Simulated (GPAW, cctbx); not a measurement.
# Bonding in AlOs3 as X-rays see it

Question: by how much does bonding change the X-ray structure factors of AlOs3, and what does a routine refinement make of it?

The start was made by putting kin elements into a known structure type; the compound need not exist, or be stable, in this form. All numbers below are calculated.

### 1. Relax the structure

The density hangs on the geometry, so cell and atoms are relaxed first, with the symmetry held. The cutoff is set higher than for the density because stress converges slowly with plane waves.

Settings: GPAW 26.7.0, PBE, 570 eV, 5×5×5 k-points, Fermi–Dirac width 0.1 eV, BFGS to 0.03 eV/Å.

```text
cell
1.0
     0.000000000    3.045500000    3.045500000
     3.045500000    0.000000000    3.045500000
     3.045500000    3.045500000    0.000000000
Os Al
3 1
Direct
0.750000000 0.750000000 0.750000000
0.250000000 0.250000000 0.250000000
0.500000000 0.500000000 0.500000000
0.000000000 0.000000000 0.000000000
```

```console
$ OMP_NUM_THREADS=1 mpirun -n 4 gpaw python run.py > gpaw.log
```

```text
BFGS:    0      -36.415800        0.380218
BFGS:    1      -36.421183        0.270408
BFGS:    2      -36.426842        0.004818
cell  4.3273 4.3273 4.3273  60.00 60.00 60.00
volume 57.297 A^3, largest force 0.000 eV/A, largest stress 0.05 GPa
```

After 2 steps the volume has changed by +1.4 % and the energy by -0.011 eV; the largest stress left is 0.05 GPa. It took 12 s on 4 cores of Arm Neoverse V2 (shared host), peak memory 0.7 GiB.

Relaxed structure: Fm-3m (no. 225), a = 6.1197 Å, b = 6.1197 Å, c = 6.1197 Å, α = 90.00°, β = 90.00°, γ = 90.00°.

```csv
atom,mult.,x,y,z
Os1,8,1/4,1/4,3/4
Os2,4,1/2,0,0
Al1,4,0,0,0
```

### 2. Density and charge transfer

X-rays see the whole electron density, so the PAW density is rebuilt with its core regions. Subtracting spherical free atoms from the same code cancels the cores and leaves the deformation density Δρ, the part due to bonding.

Settings: PBE, 450 eV, 7×7×7 k-points, Fermi–Dirac width 0.1 eV; primitive cell of 4 atoms.

```console
$ OMP_NUM_THREADS=1 mpirun -n 4 gpaw python run.py > gpaw.log
```

```text
|iter:   1|       0s |  -36.582612 | +0.45 |       |
|iter:   2|       1s |  -36.541027 | -1.77 | -1.28 |
|iter:   3|       1s |  -36.307301 | -1.55 | -1.32 |
...
|iter:   8|       3s |  -36.306020c| -5.42 | -3.76 |
|iter:   9|       4s |  -36.306023c| -5.87 | -4.02c|
|iter:  10|       4s |  -36.306024c| -7.50c| -5.01c|
```

```text
grid (48, 48, 48)  electrons 241.000  moved by bonding 0.955 e
deformation density beyond 0.5 A of the nuclei: max 0.197, min -0.277 e/A^3
atom        x       y       z   Voronoi charge  moment
Os1    0.7500  0.7500  0.7500     -0.032       0.00
Os2    0.2500  0.2500  0.2500     -0.032       0.00
Os3    0.5000  0.5000  0.5000      0.004       0.00
Al4    0.0000  0.0000  0.0000      0.060       0.00
mean inner potential of superposed free atoms 34.402 V
total magnetic moment 0.000 muB
```

Deformation density in a plane through the shortest contact of the Os atom at the origin, in 0.01 e/Å³ (clipped at ±99); x from -1.6 to 4.2 Å, y from 2.4 down to -2.4 Å:

```text
-14   .   . -13  -9   5   7   8   .   .  14   3   2  -2  -5   .
  0  17 -14 -12  -4   4   1 -13 -25   6   2  -1   2  -1  -6  -5
  0  -1  -6  -3   2   4   2  -5  -7   6   6   3   2   1  -2  -3
  1   2   4   7   5   1   2   2   3   6   5   2   1   1   1   1
  1   2   2   6   3 -12  -5   3   3  -1  -8  -6   2   0   2   2
  0   2   0   2   . -26  -5   4   2  -7 -13   .  13  -3   3   3
  0   2   7   .   .   .   9   7   2 -14   .   .   . -11   4   7
  0   2  -4 -22   .   9   1   4   2  -3  17   . -11  -6   4   3
  2   2  -3 -13  -1   4   0   2   2   0   2  -8  -7   0   4   2
  1   2   2   0   1   2   2   1   1   1   1   2   6   5   3   3
 -6  -7   1   3   2   0  -3  -3  -2   1   2   4   6   3  -8  -3
-17 -17  -3   2  -1  -5  -5  -6  -5   0   2  -1   4   3 -27  -9
  .  14   3   2  -2  -5   .   .  -5  -1   2   5   9   .   .   8
```

Atoms in or within 0.15 Å of the plane: Os (0.0, 0.0), Os (2.6, 0.0) Å. Dots mark points within about 0.45 Å of a nucleus; large values next to them are atomic features.

Os gains most (-0.02 e) and Al loses most (+0.06 e), in averages over each element's sites, as electronegativity suggests. Along the shortest contact from the Os atom at the map's origin, Os–Os at 2.65 Å, Δρ is +0.07 e/Å³ at the midpoint and highest, +0.10, 0.64 Å from Os (points within 0.5 Å of a nucleus left out): little piles up between the atoms, as is usual in a metallic crystal, which this run finds. At the midpoints of other shortest contacts it is +0.02 (Os–Al, 2.65 Å) e/Å³. Point values carry grid noise of about 0.01 e/Å³. The run needed 10 iterations, 9.7 s.

### 3. From the density to structure factors

The Fourier components of Δρ, added to those of the free atoms, give the static X-ray structure factors; the Mott–Bethe relation turns them into the Fourier components V of the potential that fast electrons feel.

```text
static structure factors of the conventional cell: F in electrons, V (Mott-Bethe) in volts
   h  k  l      d  |F| table  |F| free   |F| DFT   change   |V| free  |V| DFT  change %
   1  1  1  3.5332   234.051   233.879   234.024    0.145     4.524    4.488     -0.8
   0  2  0  3.0598   229.013   228.864   229.023    0.159     4.332    4.302     -0.7
   0  2  2  2.1636   777.869   777.034   775.539   -1.495    17.504   17.644      0.8
   1  3  1  1.8452   203.421   203.061   202.854   -0.207     3.332    3.346      0.4
   2  2  2  1.7666   200.622   200.252   200.439    0.187     3.230    3.218     -0.4
   0  4  0  1.5299   693.235   691.951   691.157   -0.794    12.735   12.772      0.3
   1  3  3  1.4040   184.324   184.106   184.186    0.080     2.676    2.673     -0.1
   0  4  2  1.3684   182.368   182.185   181.974   -0.211     2.615    2.622      0.3
   2  4  2  1.2492   634.003   633.467   634.079    0.612    10.315   10.296     -0.2
   3  3  3  1.1777   170.569   170.589   170.373   -0.215     2.258    2.264      0.3
   1  5  1  1.1777   170.569   170.589   170.766    0.178     2.258    2.253     -0.2
   0  4  4  1.0818   588.664   588.570   589.150    0.581     8.787    8.774     -0.2
   1  5  3  1.0344   160.104   160.185   160.190    0.005     1.965    1.965     -0.0
   2  4  4  1.0199   158.963   159.040   159.528    0.489     1.934    1.924     -0.5
```

The largest X-ray change is -1.50 e on 022, 0.2 % of |F|. For electrons V goes as (Z − F)/g², so a change of F counts against Z − F, which is small at low angle and wherever the atoms' terms cancel: |V| of 111 moves by -0.8 % (4.52 to 4.49 V) against +0.1 % in |F|. The last three rows still change by up to 0.58 e, so the effect has not died out in this range. The tabulated Hartree–Fock atoms differ from the free DFT atoms by up to 1.28 e, so the choice of reference atom matters too.

### 4. Refining ordinary atoms against data with bonding

Routine crystallography fits spherical atoms. To see the bias, intensities are simulated from tabulated atoms plus the DFT change ΔF, so that bonding alone can misfit (3718 reflections of the full sphere, merged to the counts below, to 0.4 Å, 0.5 % proportional noise plus counting noise, assumed isotropic U as listed, Δρ smeared by the mean U) and refined with cctbx over different ranges.

| range | data | R1 | GooF | U Os1 (true 0.0034) | U Os2 (true 0.0034) | U Al1 (true 0.0064) | largest shift (Å) | Δρ max, min (e/Å³) |
| --- | --- | --- | --- | --- | --- | --- | --- | --- |
| all data | 128 | 0.0020 | 1.13 | 0.0034 | 0.0034 | 0.0064 | 0.0000 | 0.40, -0.37 |
| low resolution, d > 0.84 | 22 | 0.0014 | 1.08 | 0.0034 | 0.0034 | 0.0069 | 0.0000 | 0.11, -0.12 |
| high order, d < 0.75 | 102 | 0.0023 | 1.12 | 0.0034 | 0.0034 | 0.0064 | 0.0000 | 0.32, -0.33 |
| occupancies free, d > 0.7 | 34 | 0.0014 | 1.20 | 0.0034 | 0.0035 | 0.0062 | 0.0000 | 0.13, -0.27 |

With all data GooF is 1.13, so at this noise the bonding hardly shows; the top residual peak, near noise level, lies 0.61 Å from Os and 2.35 Å from Os. No U is off by more than 3 s.u. at low resolution. Symmetry fixes every coordinate, so the shifts are zero by construction. With Os1 held at 1 and the scale free, the other occupancies refine to Os2 1.001(0.001) and Al1 0.992(0.008), within three s.u. of full.

### 5. Answer

Bonding moves 0.95 e in the primitive cell of AlOs3 and changes the structure factors of the conventional cell in the table above by at most 1.50 e (022, 0.2 %), and among reflections above 2 % of the strongest by up to 0.3 % (244). The shortest bond, Os–Os, has Δρ = +0.07 e/Å³ at its midpoint, with no localised bond charge. With all data GooF is 1.13, so at this noise the bonding hardly shows. Limits: static density, frozen cores, no spin–orbit coupling.

[Outputs are excerpts: Python notices, other lines and further rows are left out; steps that failed or that the build refused (PBEsol, TPSS) are not shown.]

[Logs are printed without paths, hosts, clocks, repeated set-up lines and the standing remarks that a program may print on its own settings, such as how far it seeks lower states.]
